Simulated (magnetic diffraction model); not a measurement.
# NaNdCu₄ below its ordering temperature

Space group F-43m (no. 216), a = 7.6860 Å.

```csv
site,atom,x,y,z
4a,Nd,0,0,0
16e,Cu,0.8768,0.3768,0.8768
4d,Na,1/4,1/4,3/4
```

This is a made-up structure (elements placed in a structure type, unrelaxed), so the numbers test the method and describe no known phase.

Only Nd is taken to order (form factors of Nd3+); orders and moment sizes are assumed, and not adapted to the symmetry. Radiation: neutrons of λ = 2.0775 Å, 5° to 100°; isotropic B of 0.65 Å² (Nd), 0.74 Å² (Cu) and 1.14 Å² (Na). The intensities are simulated: I ∝ L Σ (|F_N|² + |F_M⊥|²) for unpolarised neutrons, with F_M = 2.695 fm/μB × Σ f(s) S exp(2πi Q·r) exp(−B s²) at Q = H ± k (one set where k and −k are equivalent), only the part normal to Q counting and L = 1/(sin²θ cos θ). For collinear order S is the moment m, which repeats by lattice and centring translations R with the sign exp(−2πi k·R). Form factors are spin-only for 3d ions and dipole or tabulated for f ions, scattering lengths are Sears's of 1992, and absorption is left out. A label names one of the reflections at its angle. The strongest nuclear line in the range is 100, and lines under 0.2 are left out.

Above the ordering temperature:

```csv
2θ (°),index,I
27.07,(1 1 1),13.0
31.36,(2 0 0),2.8
44.95,(2 2 0),15.6
53.26,(3 1 1),100.0
55.83,(2 2 2),53.6
65.45,(4 0 0),12.2
72.19,(3 3 1),7.8
74.37,(4 2 0),1.3
82.92,(4 2 2),11.6
89.22,(5 1 1),62.4
99.73,(4 4 0),66.5
```

Below it (cell unchanged):

```csv
2θ (°),I
27.07,17.3
31.36,5.1
44.95,17.8
53.26,103.1
55.83,54.6
65.45,12.7
72.19,9.3
74.37,2.8
82.92,12.8
89.22,63.7
99.73,66.9
```

**Question.** Find the propagation vector, then choose among these models:
A. collinear moments along [110], 2.1 μB on Nd
B. collinear moments along [101], 2.1 μB on Nd
C. collinear moments along [111], 2.1 μB on Nd

No line moves, and magnetic intensity falls on nuclear lines such as the one at 27.07°, so the magnetic cell equals the chemical primitive cell: k = 0.

Magnetic intensity, observed (below minus above) and for each model:

| 2θ (°) | index | observed | A | B | C |
| --- | --- | --- | --- | --- | --- |
| 27.07 | (1 1 1) | 4.3 | 4.3 | 4.3 | 4.3 |
| 44.95 | (2 2 0) | 2.2 | 2.2 | 2.2 | 2.2 |
| 53.26 | (3 1 1) | 3.1 | 3.1 | 3.1 | 3.1 |
| 55.83 | (2 2 2) | 0.9 | 0.9 | 0.9 | 0.9 |
| 72.19 | (3 3 1) | 1.6 | 1.6 | 1.6 | 1.6 |
| 74.37 | (4 2 0) | 1.5 | 1.5 | 1.5 | 1.5 |
| 82.92 | (4 2 2) | 1.2 | 1.2 | 1.2 | 1.2 |
| 89.22 | (5 1 1) | 1.4 | 1.4 | 1.4 | 1.4 |

Models A, B and C match alike on every line, so these data can't choose among them (such ties are often domains of one structure): a powder sees only the angle between collinear moments and the unique axis of a uniaxial spin configuration, and no direction at all where the configuration is cubic.

The structure used: k = (0 0 0), collinear moments along [110], 2.1 μB on Nd.

[Logs are printed without paths, hosts, clocks, repeated set-up lines and the standing remarks that a program may print on its own settings, such as how far it seeks lower states.]
